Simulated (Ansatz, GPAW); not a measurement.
# 2H-CrOSe bilayer, AA: converging a work function, part 3 of 3

Wanted: a convergence study on the slab 2H-CrOSe bilayer, AA.

GPAW 26.7.0 and Ansatz 0.2.0; Ansatz plane waves; layer without images along its normal, relaxation of atoms and in-plane cell, with D3(BJ) dispersion (the session's first sound run).

So far, upper work function (eV): step 3 (plane waves, PBE) 6.65; step 6 (cutoff 700 eV) 6.66; step 9 (k mesh 18×18) 6.64; step 10 (scheme methfessel-paxton, smearing 0.1 eV) 6.65.

## Step 11: All levels side by side

Times are for 1 thread of Intel Xeon 6975P-C (Granite Rapids), shared host. Results by setting:

| no. | run | upper work function (eV) | lower work function (eV) | time | memory (GiB) |
| --- | --- | --- | --- | --- | --- |
| 1 | pw | 6.654 | 3.820 | 51 s | 0.22 |
| 2 | cutoff 700 | 6.660 | 3.822 | 94 s | 0.29 |
| 3 | k mesh 18×18 | 6.642 | 3.818 | 83 s | 0.28 |
| 4 | scheme Methfessel-Paxton of order 0 (Gaussian), smearing 0.1 | 6.651 | 3.809 | 48 s | 0.23 |

## Step 12: Without the dipole layer

The dipole layer is taken out and the cell repeats along the normal.

File run.py:

```python
import json
import numpy as np
from ase import Atoms
from gpaw import GPAW, PW

slab = Atoms(
    ['Se', 'Cr', 'O', 'Se', 'Cr', 'O'],
    positions=[
        [-0.00000, 1.67481, 7.00000],
        [-0.00000, 0.00000, 8.71440],
        [-0.00000, 1.67481, 9.73399],
        [-0.00000, 1.67481, 12.82699],
        [0.00000, 0.00000, 14.56024],
        [-0.00000, 1.67481, 15.55235]],
    cell=[[2.90086, -0.0, -0.0], [-1.45043, 2.51222, -0.0], [-0.0, -0.0, 22.5524]],
    pbc=[True, True, True])

slab.calc = GPAW(mode=PW(500), xc='PBE', kpts={'size': (12, 12, 1), 'gamma': True},
                 occupations={'name': 'fermi-dirac', 'width': 0.05}, nbands='160%',
                 convergence={'density': 1e-05}, maxiter=200,
                 symmetry={'tolerance': 1e-3}, txt='slab.txt')
result = {}
energy = slab.get_potential_energy()
fermi = slab.calc.get_fermi_level()
v = slab.calc.get_electrostatic_potential().mean((0, 1)) - fermi
n = slab.calc.get_pseudo_density().mean((0, 1))
L = slab.cell[2, 2]
z = np.arange(len(v)) * L / len(v)
low, high = slab.positions[:, 2].min(), slab.positions[:, 2].max()
below, above = np.interp([low - 4.8, high + 4.8], z, v)
slopes = [np.interp(x, z, np.gradient(v, z)) for x in (low - 4.8, high + 4.8)]
eps = np.array([[slab.calc.get_eigenvalues(k, s) for k in range(len(slab.calc.get_ibz_k_points()))]
                for s in range(slab.calc.get_number_of_spins())]) - fermi
top, bottom = eps[eps < 0].max(), eps[eps > 0].min()
dipole = slab.get_dipole_moment()[2]
print(f'energy {energy:.4f} eV, Fermi level {fermi:.4f} eV, dipole {dipole:.5f} e A')
print(f'potential 4.8 A off the faces, from the Fermi level: lower {below:.4f} eV, upper {above:.4f} eV')
print(f'slope of the potential there: lower {slopes[0]:.5f}, upper {slopes[1]:.5f} eV/A')
print(f'nearest levels on the mesh: {top:.4f} and {bottom:.4f} eV')
print('magnetic moment', round(slab.get_magnetic_moment(), 3))
result.update(energy=energy, fermi=fermi, dipole=dipole, below=below, above=above, slopes=slopes, edges=[top, bottom],
              z=z.tolist(), v=v.tolist(), n=n.tolist(), positions=slab.positions.tolist(),
              forces=slab.get_forces(apply_constraint=False).tolist(), moments=slab.get_magnetic_moments().tolist())
json.dump(result, open('result.json', 'w'))
```

Run with:

```console
$ OMP_NUM_THREADS=1 OPENBLAS_NUM_THREADS=1 python run.py
```

Log:

```text
energy -40.5342 eV, Fermi level 1.4927 eV, dipole -0.20901 e A
potential 4.8 A off the faces, from the Fermi level: lower 4.6559 eV, upper 5.6696 eV
slope of the potential there: lower -0.23131, upper -0.22923 eV/A
nearest levels on the mesh: -0.0544 and 0.0185 eV
magnetic moment 0.0
```

Wall time 45 s (1 thread of Intel Xeon 6975P-C (Granite Rapids), shared host); peak memory 0.22 GiB.

The run finished. A setting was moved off its sound value on purpose, so it serves as a test and not as the result.

The fault put into the input: no dipole layer on a slab with a dipole, so the vacuum potential tilts and no work function is defined (dipole = false and pbc_z = true).

The two runs compared:

| quantity | this run | sound run | difference |
| --- | --- | --- | --- |
| dipole along the normal (e·Å) | -0.20901 | -0.11326 | -0.0958 |

One result that differs is the dipole along the normal, -0.209 e·Å against -0.113 e·Å.

## Step 13: Side by side

Results and costs are gathered.

This step: comparison of work functions, dipole and cost (GPAW 26.7.0).

Ladder, by row:

| step | code | work function, upper (eV) | work function, lower (eV) | dipole (e Å) | wall time (s) | peak memory (GiB) | threads |
| --- | --- | --- | --- | --- | --- | --- | --- |
| pw | GPAW | 6.654 | 3.82 | -0.1133 | 50.68 | 0.22 | 1 |
| ecut200 | GPAW | - | - | -0.06889 | 27.07 | 0.13 | 1 |
| ecut300 | GPAW | 6.364 | 3.835 | -0.09922 | 25.7 | 0.16 | 1 |
| ecut700 | GPAW | 6.66 | 3.822 | -0.114 | 94.47 | 0.29 | 1 |
| k4 | GPAW | 6.519 | 3.736 | -0.1112 | 18.02 | 0.19 | 1 |
| k7 | GPAW | 6.676 | 3.817 | -0.1142 | 24.85 | 0.2 | 1 |
| k18 | GPAW | 6.642 | 3.818 | -0.1128 | 82.65 | 0.28 | 1 |
| smear | GPAW | 6.651 | 3.809 | -0.1136 | 47.69 | 0.23 | 1 |
| nodip | GPAW | - | - | -0.209 | 45.02 | 0.22 | 1 |

## Step 14: A changed run

One more run, with changed settings.

This step: GPAW, PAW setups; slab in vacuum (GPAW 26.7.0).

run.py, as its differences from that of step 12:

```diff
@@ -15,3 +15,3 @@
     cell=[[2.90086, -0.0, -0.0], [-1.45043, 2.51222, -0.0], [-0.0, -0.0, 22.5524]],
-    pbc=[True, True, True])
+    pbc=[True, True, False])
 
@@ -19,3 +19,4 @@
                  occupations={'name': 'fermi-dirac', 'width': 0.05}, nbands='160%',
-                 convergence={'density': 1e-05}, maxiter=200,
+                 convergence={'density': 1e-05}, maxiter=6,
+                 poissonsolver={'dipolelayer': 'xy'},
                  symmetry={'tolerance': 1e-3}, txt='slab.txt')
```

Log:

```text
gpaw.KohnShamConvergenceError
```

Wall time 13 s (1 thread); peak memory 0.23 GiB.

No converged result was reached; the numbers in the log don't describe the system.

The fault put into the input: too few SCF iterations (maxiter = 6).

## Step 15: Results

```yaml
work_function_upper_and_lower_face: 6.654 and 3.820 eV
dipole_along_the_normal: -0.113 e Å
```

With plane waves and PBE the work function is 6.65 eV on the upper face and 3.82 eV on the lower. The two faces differ by 2.8 eV, the step that the slab's dipole makes (e p/(ε0 A) gives 2.8 eV), so the dipole layer is needed. The other smearing (Gaussian of 0.1 eV in place of Fermi-Dirac of 0.05) moves the two faces by -0.0029 and -0.011 eV on the same mesh; a mesh is converged only for its smearing. Over the sound runs of the table the upper face's work function spans 6.642 (k18) to 6.660 eV (ecut700). The layers' spacing was relaxed with a D3(BJ) dispersion term, which the later single points do not need. At this geometry GPAW leaves forces of up to 0.37 eV/Å on free atoms, so it isn't GPAW's own minimum, and dipole and steps would shift on relaxing there. The runs had no spin polarisation, so a magnetic state, which thin layers of d-metal atoms can have, wasn't tested. The layer's cell and atoms come from the relaxation; spin-orbit coupling and temperature are left out.

[Logs are printed without paths, hosts, clocks, repeated set-up lines and the standing remarks that a program may print on its own settings, such as how far it seeks lower states.]

[Hosts, paths, dates, database ids (printed as entryN), source tags and the programs' standing remarks are cut or masked in the printed files.]
